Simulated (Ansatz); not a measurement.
**SiC (Cmc2_1): refractive index against wavelength**

The refractive index of SiC (Cmc2_1) along x below the direct gap (3.12 eV on the mesh) is read from one computed spectrum, n = √(Re ε). x, y and z are the Cartesian axes of the input cell.

Cell: a, b, c = 3.080, 3.080, 15.122 Å (primitive vectors), 12 atoms.

Method: Ansatz 0.2.0, PBE, independent particles, k-mesh 8×8×2 with interpolation inside its cells, Gaussian parameter 0.15 eV.

Launch of the response step: `ansatz run input.yaml --threads 4 --pin off --max-ram 8192MiB --backend cpu --events-out ev --progress --plain --runs-dir out`. The run took 1.9 min, on 4 threads of Arm Neoverse V1, on a shared host.

```tsv
wavelength (nm)	photon energy E (eV)	n
2000	0.620	2.6913
1550	0.800	2.6971
1310	0.946	2.7029
1064	1.165	2.7137
850	1.459	2.7321
700	1.771	2.7573
633	1.959	?
```

In the single-oscillator model n² − 1 = E₀E_d/(E₀² − E²), so 1/(n² − 1) = E₀/E_d − E²/(E₀E_d) is linear in E².

Working, on the rows shown:

| x = E² (eV²) | y = 1/(n² − 1) |
| --- | --- |
| 0.384302 | 0.160177 |
| 0.639837 | 0.159379 |
| 0.895757 | 0.158587 |
| 1.35784 | 0.15713 |
| 2.12762 | 0.154694 |
| 3.13716 | 0.151453 |

Means: x̄ = 1.4238, ȳ = 0.1569. Σ(x − x̄)(y − ȳ) = -0.01714, Σ(x − x̄)² = 5.409. Slope = -0.01714 / 5.409 = -0.003169; intercept = ȳ − slope · x̄ = 0.16142. Turned back into n, the line misses the rows shown by at most 0.00016.

Question: Predict the last column of the withheld row from the fit.

Answer: At x = 3.8364 the line gives y = 0.14926, that is 2.7749. The run gave 2.7754, so the extrapolation is off by 0.00055, 0.7 % of the range in the table.

Refitted with all rows, the slope is -0.003182 and the intercept 0.16143. These give E₀ = √(intercept/−slope) = 7.12 eV and E_d = E₀/intercept = 44.1 eV; E₀ is 2.3 times the direct gap. The electronic limit at long wavelengths, without lattice vibrations, is n = √(1 + 1/intercept) = 2.682. Excitons are left out and so are local fields; PBE gaps are as a rule too small.

[Logs are printed without paths, hosts, clocks, repeated set-up lines and the standing remarks that a program may print on its own settings, such as how far it seeks lower states.]
